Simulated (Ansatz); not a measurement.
**MgS (Niningerite, Fm-3m): thermal expansion from first principles**

Wanted: α(T), C_P(T) and B(T) of MgS (Niningerite) in the quasi-harmonic approximation.

Measurements to reproduce:
- heat capacity C_P per formula unit 45.6 J/mol/K near room temperature (given in “High-Throughput Prediction of Finite-Temperature Properties using the Quasi-Harmonic Approximation”, 2016, arXiv:1603.06924)

Calculated with Ansatz 0.2.0; DFT r2SCAN, scalar-relativistic, plane waves, PAW.

### Step 1. Starting point

The structure is cubic, space group Fm-3m (No. 225). Conventional cell: a = 5.203 Å, b = 5.203 Å, c = 5.203 Å, α = 90.00°, β = 90.00°, γ = 90.00°. Nearest to Mg lie 6 S at 2.60 Å. Nearest to S lie 6 Mg at 2.60 Å. Farther neighbours and most contacts between anions are not listed.

### Step 2. A first coarse run

Before spending time, one coarse run tells the gap and the pressure of the starting cell.

Contents of input.yaml:

```yaml
crystal:
  lattice:
    - [0.0, 2.60165, 2.60165]
    - [2.60165, 0.0, 2.60165]
    - [2.60165, 2.60165, 0.0]
  atoms:
    - { symbol: Mg, position: [0.0, 0.0, 0.0] }
    - { symbol: S, position: [0.5, 0.5, 0.5] }
kpoints:
  mp_grid: { grid: [6, 6, 6] }
hamiltonian:
  xc: r2scan
scf:
  occupations: { method: gaussian, width: 0.1 }
  lower_state_search: "off"
output:
  forces: true
  stress: true
  eigenvalues: true
```

Command:

```
ansatz run input.yaml --threads 8 --pin off --max-ram 16384MiB --backend cpu --events-out ev --progress --plain --runs-dir out
```

Numbers of over 12 decimals in the logs are rounded to 6 here.

Log:

```text
Engine: ansatz 0.2.0, aarch64-unknown-linux-gnu
Pseudopotentials: kind: paw
Pseudopotential: Mg, paw, valence charge 10, recommended cutoff 500 eV (meta_gga), Mg.paw.azcp
Pseudopotential: S, paw, valence charge 6, recommended cutoff 500 eV (meta_gga), S.paw.azcp
Functional definition: r2SCAN
  parameter k0 = 0.174
  parameter k1 = 0.065
  parameter a1 = 4.9479
  exchange = r2scan_x(k0 = k0, k1 = k1, a1 = a1)
  correlation = r2scan_c
Crystal: 2 atoms, lattice volume = 35.219 Å³
Basis set: ecut = 500 eV, 893 PW (Γ), exchange–correlation on 108×108×108 points (64 copies of the dense FFT grid, shifted against one another)
Bands: 12, of which v1, the nominal top of the filled ones, is band 8 counted from 1 (7 counted from 0)
Symmetry: 48 space group operations
Space group: Fm-3m (ITA 225), of the structure as read, at distance tolerance 3.3e-5 Å
k-points: 16 of 216
Non-local potential: Mg, projectors of the file, l = 0: 3, l = 1: 2, l = 2: 1
Non-local potential: S, projectors of the file, l = 0: 2, l = 1: 2, l = 2: 2
PAW form: soft (Blöchl's): semilocal exchange-correlation on the pseudo side does not see the compensation charge
PAW frozen core: Mg, regenerated for the run's functional (the file was generated under x = pbe(κ = 0.804, μ = 0.219515), c = pbe(β = 0.066725))
PAW frozen core: S, regenerated for the run's functional (the file was generated under x = pbe(κ = 0.804, μ = 0.219515), c = pbe(β = 0.066725))
PAW one-centre angular grid: Mg, 302 points (default); XC on 224 Gauss nodes
PAW one-centre angular grid: S, 302 points (default); XC on 160 Gauss nodes
Initial density: superposition of atomic densities (neutral atoms: chi_scale 0, normalization atom), corrected by the library's trained network
Initial wavefunctions: pseudopotential atomic-orbital guess
Functional: x = r2scan, c = r2scan; τ floored in thin density (d = 2e-4 eV/Å³)
SCF iter   1: F=-2835.569369 eV  HF=-2835.527298 eV  |F-HF|=4.21e-2  |Δ(HF+E_count)|=         —  Δρ=7.02e-3  dr2=6.67e-3  dr2_τ=7.42e-3  ethr=1.77e-3  ⟨swp⟩=5.2  Hψ=1218  notcnv=0
preconditioner: auto → none  [insulator: Δε(μ)=3.396 eV  Ē_g=12.613 eV  σ=0.100 eV  W_gap=1.00  n_scr=8 (ndim 8)  ℏωp=17.7 eV  f_vac=0.000  D(μ)=0.00/eV (n_scr^D=0)  ε∞_Penn≈3.0]
SCF iter   2: F=-2835.573919 eV  HF=-2835.573857 eV  |F-HF|=6.20e-5  |Δ(HF+E_count)|=   4.66e-2  Δρ=2.92e-3  dr2=2.15e-3  dr2_τ=5.30e-5  ethr=4.17e-5  ⟨swp⟩=2.0  Hψ=576  notcnv=0
SCF iter   3: F=-2835.574051 eV  HF=-2835.574172 eV  |F-HF|=1.21e-4  |Δ(HF+E_count)|=   3.16e-4  Δρ=8.53e-4  dr2=2.16e-4  dr2_τ=2.06e-5  ethr=1.34e-5  ⟨swp⟩=2.0  Hψ=311  notcnv=0
SCF iter   4: F=-2835.574122 eV  HF=-2835.574120 eV  |F-HF|=1.41e-6  |Δ(HF+E_count)|=   5.19e-5  Δρ=1.53e-4  dr2=4.78e-6  dr2_τ=4.82e-7  ethr=1.35e-6  ⟨swp⟩=2.1  Hψ=315  notcnv=0
SCF iter   5: F=-2835.574123 eV  HF=-2835.574123 eV  |F-HF|=7.17e-9  |Δ(HF+E_count)|=   2.16e-6  Δρ=1.24e-5  dr2=1.93e-8  dr2_τ=3.76e-9  ethr=2.99e-8  ⟨swp⟩=2.4  Hψ=320  notcnv=0
SCF iter   6: F=-2835.574123 eV  HF=-2835.574123 eV  |F-HF|=7.74e-9  |Δ(HF+E_count)|=   2.44e-8  Δρ=5.13e-6  dr2=9.46e-9  dr2_τ=4.06e-10  ethr=1.21e-10  ⟨swp⟩=2.1  Hψ=627  notcnv=0
SCF 1 converged in 6 iterations: F = -2835.574123 eV  dr2 = 9.46e-9
  greatest PAW one-centre occupation: 1.000 electrons in one spin orbital (limit 2), on the Mg atom at site 0 (counted from 0), in its partial waves of l = 0
SCF converged after 6 iterations
Free energy (F): -2835.574123 eV
Harris-Foulkes:  -2835.574123 eV  (|F-HF|=7.74e-9)
Internal energy: -2835.574123 eV  (E = F + TS)
E sigma→0 (E₀):  -2835.574123 eV
Fermi energy:    7.891068 eV
--- Per-component energies (eV) ---
  E_band       = -349.385152
  E_kinetic    = 184.912316
  E_local      = -1667.176429  (includes V_loc(G=0)·N_el)
  E_nonlocal   = 123.579184
  E_hartree    = 593.957822
  E_xc         = -120.727498
  E_vxc        = -136.257721  (∫ρ·V_xc dr)
  E_paw        = -906.243522  (= ΣΔE_a)
  E_vpaw       = -49.341704  (= ΣTr[D̂ρ^β])
  E_aug_tail   = -0.000001  (compensation charges beyond the density's cutoff)
  E_vtau       = 6.985322  (kinetic-family band-sum trace: ∫τ·v_τ [+ j·A + Jᵃ·Aᵃ] dr)
  E_ewald      = -1043.740020
  E_core_change = -0.135975  (= ΣΔE_core)
  E_smearing   = -0.000000  (= −TS)
  E_closure    = -0.000000  (closes the sum)
  Σ components = -2835.574123   (vs F -2835.574123, Δ=0.00e0)
--- Forces (eV/Å), atoms counted from 1 ---
  atom   1  Mg    -0.00000000     0.00000000     0.00000000
  atom   2  S      0.00000000    -0.00000000     0.00000000
  max |Σ_I F_I| component: 3.01e-30 eV/Å
--- Stress (GPa, compression-positive) ---
        0.012520       0.000000      -0.000000
        0.000000       0.012520       0.000000
        0.000000      -0.000000       0.012520
  P = ⅓ Tr σ = 0.0125 GPa (0.125 kbar)
--- Band table (eV; the first three rows and the last of 16) ---
  k-point 0: bands = [... 4 lower, -7.0250, 6.1606, 6.1606, 6.1606, 10.8004, 14.6420, 14.6420, 14.6420]
  k-point 1: bands = [... 4 lower, -6.7524, 4.5670, 5.9832, 5.9832, 11.8153, 14.4628, 14.9311, 14.9311]
  k-point 2: bands = [... 4 lower, -6.0980, 2.3036, 5.6744, 5.6744, 11.6389, 14.0837, 14.0837, 16.4933]
  k-point 15: bands = [... 4 lower, -5.2717, 2.3484, 3.5398, 3.9525, 11.2331, 12.9420, 16.0679, 16.7284]
```

Elapsed: 0.5 s, on 8 threads of Arm Neoverse V2, shared host; peak memory 0.5 GiB.

Reading the cycles: dr2 is the Hartree energy of the density residual (eV), the measure of convergence; HF is the Harris–Foulkes estimate of the energy, which meets the free energy F at convergence.

Numbers from this step:

```yaml
pressure: 0.01252 GPa
gap_on_the_k_mesh: 3.461 eV
volume_per_atom: 17.61 Å³/atom
```

The start is under 0.013 GPa at this level and looks like an insulator or semiconductor on this mesh.

### Step 3. Relaxation

The vibrations must be taken about the equilibrium of this functional, not about the starting cell, so the structure is relaxed.

input.yaml, the sections that differ from step 2:

```yaml
kpoints:
  mp_grid: { grid: [8, 8, 8] }
scf:
  occupations: { method: gaussian, width: 0.02 }
  lower_state_search: "off"
relax:
  adjacent_minimum: "off"
  f_tol: 0.005
  max_steps: 80
  cell: { stress_tol: 0.05 }
# crystal, hamiltonian, output: as in step 2
```

Log:

```text
[...]
Crystal: 2 atoms, lattice volume = 35.219 Å³
Basis set: ecut = 500 eV, 893 PW (Γ), exchange–correlation on 108×108×108 points (64 copies of the dense FFT grid, shifted against one another)
Bands: 12, of which v1, the nominal top of the filled ones, is band 8 counted from 1 (7 counted from 0)
Symmetry: 48 space group operations
[...]
k-points: 29 of 512
[...]
SCF iter   1: F=-2835.571162 eV  HF=-2835.529327 eV  |F-HF|=4.18e-2  |Δ(HF+E_count)|=         —  Δρ=7.01e-3  dr2=6.60e-3  dr2_τ=7.36e-3  ethr=1.77e-3  ⟨swp⟩=6.2  Hψ=2389  notcnv=0
[...]
SCF iter   6: F=-2835.576045 eV  HF=-2835.576045 eV  |F-HF|=6.85e-9  |Δ(HF+E_count)|=   2.20e-8  Δρ=4.91e-6  dr2=7.84e-9  dr2_τ=3.57e-10  ethr=1.40e-10  ⟨swp⟩=2.3  Hψ=1152  notcnv=0
SCF 1 converged in 6 iterations: F = -2835.576045 eV  dr2 = 7.84e-9
[...]
relax step   1: F+E_penalty+E_count = -2835.57604483 eV  Δ(F+E_penalty+E_count) = +0.000e0 eV  max|allowed force component| = 2.580e-30 eV/Å  Δτ_max = 0.0000 Å  P = -0.009 GPa  Ω = 35.219 Å³  (6 SCF iters, dr2 threshold 1.00e-7 eV, accepted)
[...]
iter 1 solved again at ethr=8.01e-8 eV; its pass at ethr=3.10e-3 eV (dr2=1.28e-5 eV) is discarded
[...]
SCF iter   4: F=-2835.576045 eV  HF=-2835.576045 eV  |F-HF|=3.18e-12  |Δ(HF+E_count)|=  1.64e-11  Δρ=1.08e-7  dr2=2.12e-12  dr2_τ=2.28e-13  ethr=1.00e-12  ⟨swp⟩=5.0  Hψ=1275  notcnv=0
SCF 2 converged in 4 iterations: F = -2835.576045 eV  dr2 = 2.12e-12
relax step   2: F+E_penalty+E_count = -2835.57604484 eV  Δ(F+E_penalty+E_count) = -2.933e-9 eV  max|allowed force component| = 9.203e-31 eV/Å  Δτ_max = 0.0000 Å  P = -0.009 GPa  Ω = 35.219 Å³  stress off target by 8.53e-3 GPa  SCF on the basis re-selected at this cell (its energy is not comparable with the rows above)  (4 SCF iters)
basis re-selected at this cell: Δ(F+E_penalty+E_count) = -2.933e-9 eV, ΔP = -0.000 GPa vs the last step (what re-selecting the basis moved, of the pressure what is left beyond the Pulay correction that the steps carried, after the strain that the cell walked since its last selection, with what the two solves' SCF thresholds leave and, on support functions, any second-order correction that the steps lacked; it is no m [...]
SCF converged after 4 iterations
Free energy (F): -2835.576045 eV
[...]
Internal energy: -2835.576045 eV  (E = F + TS)
E sigma→0 (E₀):  -2835.576045 eV
Fermi energy:    7.890192 eV
[...]
--- Stress (GPa, compression-positive) ---
       -0.008530       0.000000      -0.000000
        0.000000      -0.008530      -0.000000
        0.000000      -0.000000      -0.008530
  P = ⅓ Tr σ = -0.0085 GPa (-0.085 kbar)
--- Band table (eV; the first three rows and the last of 29) ---
  k-point 0: bands = [... 4 lower, -7.0265, 6.1590, 6.1590, 6.1590, 10.7994, 14.6414, 14.6414, 14.6414]
  k-point 1: bands = [... 4 lower, -6.8704, 5.1480, 6.0530, 6.0530, 11.5514, 14.3841, 14.9034, 14.9034]
  k-point 2: bands = [... 4 lower, -6.4489, 3.3643, 5.8207, 5.8207, 11.8702, 14.5587, 14.5587, 15.2783]
  k-point 28: bands = [... 4 lower, -5.2619, 2.8807, 2.8807, 3.8149, 12.0771, 14.7537, 14.7537, 14.9647]
--- Relaxed structure (1 steps of the walk, 1 accepted, 1 SCFs on fresh bases) ---
  F+E_penalty+E_count = -2835.57604484 eV   max|allowed force component| = 9.203e-31 eV/Å   (the final SCF, on the basis selected at the relaxed cell)
  cell:  # Å, volume = 35.2190 Å³
    - [0.0, 2.60165, 2.60165]
    - [2.60165, 0.0, 2.60165]
    - [2.60165, 2.60165, 0.0]
  atoms:
    - { symbol: Mg, position: [0.0, 0.0, 0.0] }
    - { symbol: S, position: [0.5, 0.5, 0.5] }
```

The job ended after 1.1 s (8 threads; peak memory 0.53 GiB; 5.8 s of CPU time).

Little changed from the start: no atom moved by 0.005 Å and no cell edge by 0.1 %.

This step gave:

- pressure: -0.008530 GPa
- gap on the k-mesh: 3.462 eV

### Step 4. Relaxing to small residual forces and stress

The relaxation is repeated with tighter thresholds on force and stress, since phonons are sensitive to what is left; a change of mesh or smearing in the input moves the cell too.

input.yaml, the sections that differ from step 3:

```yaml
scf:
  occupations: { method: fixed }
  lower_state_search: "off"
output:
  forces: true
  stress: true
  eigenvalues: true
  write_density: true
  write_potential: true
  elf: true
  volumetric_format: npy
relax:
  adjacent_minimum: "off"
  f_tol: 0.001
  max_steps: 60
  cell: { stress_tol: 0.01 }
# crystal, kpoints, hamiltonian: as in step 3
```

Log:

```text
[...]
Crystal: 2 atoms, lattice volume = 35.219 Å³
Basis set: ecut = 500 eV, 893 PW (Γ), exchange–correlation on 108×108×108 points (64 copies of the dense FFT grid, shifted against one another)
Bands: 12, of which v1, the nominal top of the filled ones, is band 8 counted from 1 (7 counted from 0)
Symmetry: 48 space group operations
[...]
k-points: 29 of 512
[...]
SCF iter   1: F=-2835.571398 eV  HF=-2835.529595 eV  |F-HF|=4.18e-2  |Δ(HF+E_count)|=         —  Δρ=7.01e-3  dr2=6.59e-3  dr2_τ=7.37e-3  ethr=1.77e-3  ⟨swp⟩=4.8  Hψ=2030  notcnv=0  defer=48
[...]
SCF iter   6: F=-2835.576045 eV  HF=-2835.576045 eV  |F-HF|=7.28e-9  |Δ(HF+E_count)|=   2.40e-8  Δρ=5.05e-6  dr2=8.64e-9  dr2_τ=3.77e-10  ethr=1.30e-10  ⟨swp⟩=7.3  Hψ=2370  notcnv=0
SCF 1 converged in 6 iterations: F = -2835.576045 eV  dr2 = 8.64e-9
[...]
relax step   1: F+E_penalty+E_count = -2835.57604483 eV  Δ(F+E_penalty+E_count) = +0.000e0 eV  max|allowed force component| = 2.309e-30 eV/Å  Δτ_max = 0.0000 Å  P = -0.009 GPa  Ω = 35.219 Å³  (6 SCF iters, dr2 threshold 1.00e-7 eV, accepted)
[...]
SCF iter   5: F=-2835.576045 eV  HF=-2835.576045 eV  |F-HF|=0.00e0  |Δ(HF+E_count)|=  2.73e-12  Δρ=1.01e-8  dr2=1.97e-14  dr2_τ=1.69e-15  ethr=1.00e-12  ⟨swp⟩=7.3  Hψ=1712  notcnv=0
SCF 2 converged in 5 iterations: F = -2835.576045 eV  dr2 = 1.97e-14
relax step   2: F+E_penalty+E_count = -2835.57604484 eV  Δ(F+E_penalty+E_count) = -3.165e-9 eV  max|allowed force component| = 3.065e-30 eV/Å  Δτ_max = 0.0000 Å  P = -0.009 GPa  Ω = 35.219 Å³  stress off target by 8.53e-3 GPa  SCF on the basis re-selected at this cell (its energy is not comparable with the rows above)  (5 SCF iters)
[...]
SCF converged after 5 iterations
Free energy (F): -2835.576045 eV
[...]
Internal energy: -2835.576045 eV  (E = F + TS)
E sigma→0 (E₀):  -2835.576045 eV
Fermi energy:    6.159034 eV
[...]
--- Stress (GPa, compression-positive) ---
       -0.008534       0.000000      -0.000000
        0.000000      -0.008534      -0.000000
        0.000000       0.000000      -0.008534
  P = ⅓ Tr σ = -0.0085 GPa (-0.085 kbar)
--- Band table (eV; the first three rows and the last of 29) ---
  k-point 0: bands = [... 4 lower, -7.0265, 6.1590, 6.1590, 6.1590, 10.7994, 14.6414, 14.6414, 14.6414]
  k-point 1: bands = [... 4 lower, -6.8704, 5.1480, 6.0530, 6.0530, 11.5514, 14.3841, 14.9034, 14.9034]
  k-point 2: bands = [... 4 lower, -6.4489, 3.3643, 5.8207, 5.8207, 11.8702, 14.5587, 14.5587, 15.2783]
  k-point 28: bands = [... 4 lower, -5.2619, 2.8807, 2.8807, 3.8149, 12.0771, 14.7537, 14.7537, 14.9647]
--- Relaxed structure (1 steps of the walk, 1 accepted, 1 SCFs on fresh bases) ---
[...]
cell:  # Å, volume = 35.2190 Å³
    - [0.0, 2.60165, 2.60165]
    - [2.60165, 0.0, 2.60165]
    - [2.60165, 2.60165, 0.0]
  atoms:
    - { symbol: Mg, position: [0.0, 0.0, 0.0] }
    - { symbol: S, position: [0.5, 0.5, 0.5] }
```

It took 1.1 s on 8 threads; peak memory 0.54 GiB; 6.2 s of CPU time.

Little changed from the start: no atom moved by 0.005 Å and no cell edge by 0.1 %.

This step gave:

```
pressure : -0.008534 GPa
```

Electrostatic potential energy in the ac plane of the conventional cell at fractional y = 0.000, with atoms of Mg and S within 0.2 Å of it. With pseudopotentials it is smooth inside the atoms' cores, unlike the true potential.

Ten even steps from '_' (-63 eV) to '@' (10 eV), each cell a mean:
```
__==%%@@@@**==++==%%@@%%**..
++##@@@@@@%%**++##@@@@@@%%**
%%@@@@@@@@@@@@%%@@@@@@@@@@%%
@@@@@@@@@@@@@@@@@@@@@@@@@@@@
##%%@@@@@@@@%%%%%%@@@@@@@@%%
==++%%@@@@##==--**%%@@@@##==
++==##@@%%++____--%%@@%%++++
++==%%@@%%**..__==%%@@@@**==
++##@@@@@@%%**++##@@@@@@%%**
%%@@@@@@@@@@%%%%@@@@@@@@@@@@
@@@@@@@@@@@@@@@@@@@@@@@@@@@@
%%%%@@@@@@@@%%##%%@@@@@@@@%%
--**%%@@@@##====++%%@@@@##==
__--%%@@%%++++++==##@@%%++__
```
Columns run along a (5.2 Å; values clipped at the 3rd and 97th percentile), rows up along c (5.2 Å), edges of the conventional cell, whose origin can differ from the input's. Atoms in or near the plane, at fractional coordinates: Mg at (0.00, 0.00), Mg at (0.50, 0.50), S at (0.50, 0.00), S at (0.00, 0.50).

ELF in the ac plane of the conventional cell at fractional y = 0.000, with atoms of Mg and S within 0.2 Å of it. It is the smooth field of the valence electrons, not physical close to the nuclei.

Ten even steps from '_' (0.07) to '@' (0.86), each cell a mean:
```
----__++@@@@==::##@@%%....--
::____==%%@@@@@@@@@@**..__..
....__..++%%@@@@@@##::__....
%%##==....==++++++::__::**%%
@@@@%%==____________::##@@@@
**%%@@##..__----::__++@@@@##
__**@@%%..::--::--__++@@@@::
::##@@%%....------__++@@@@==
@@@@@@**..__..::____==%%@@@@
@@@@##::__........__..++%%@@
++++::__::**%%%%##==....==++
______::##@@@@@@@@%%==______
--::__++@@@@##**%%@@##..__--
::--__++@@@@::__**@@%%..::--
```
Columns run along a (5.2 Å), rows up along c (5.2 Å), edges of the conventional cell, whose origin can differ from the input's. Atoms in or near the plane, at fractional coordinates: Mg at (0.00, 0.00), Mg at (0.50, 0.50), S at (0.50, 0.00), S at (0.00, 0.50).

Valence density in the ac plane of the conventional cell at fractional y = 0.000, with atoms of Mg and S within 0.2 Å of it. It is the smooth field of the valence electrons, not physical close to the nuclei.

Ten steps, logarithmic in the rise over the least value, from '_' (0 e/Å³) to '@' (23 e/Å³), each cell a mean:
```
@@**..__::----::--::..__--%%
==::____..::------::______--
__________..::::....________
....__________..__________..
--::..______....______..::::
----::..__::**##==____..----
..----..__==@@@@##....::--::
::--::..__--%%@@**..__::----
----::______--==::____..::--
::....__________________..::
..__________......__________
..______..::::--::..______..
##==____..--------::..__::**
@@##....::--::..----..__==@@
```
Columns run along a (5.2 Å), rows up along c (5.2 Å), edges of the conventional cell, whose origin can differ from the input's. Atoms in or near the plane, at fractional coordinates: Mg at (0.00, 0.00), Mg at (0.50, 0.50), S at (0.50, 0.00), S at (0.00, 0.50).

The residual pressure is -0.0085 GPa, small enough for phonons.

(Part 1 of 2 ends here.)

[Logs are printed without paths, hosts, clocks, repeated set-up lines and the standing remarks that a program may print on its own settings, such as how far it seeks lower states.]

[Hosts, paths, dates, database ids (printed as entryN), source tags and the programs' standing remarks are cut or masked in the printed files.]

[A step with changed settings may run another functional than the one named; its input shows which.]
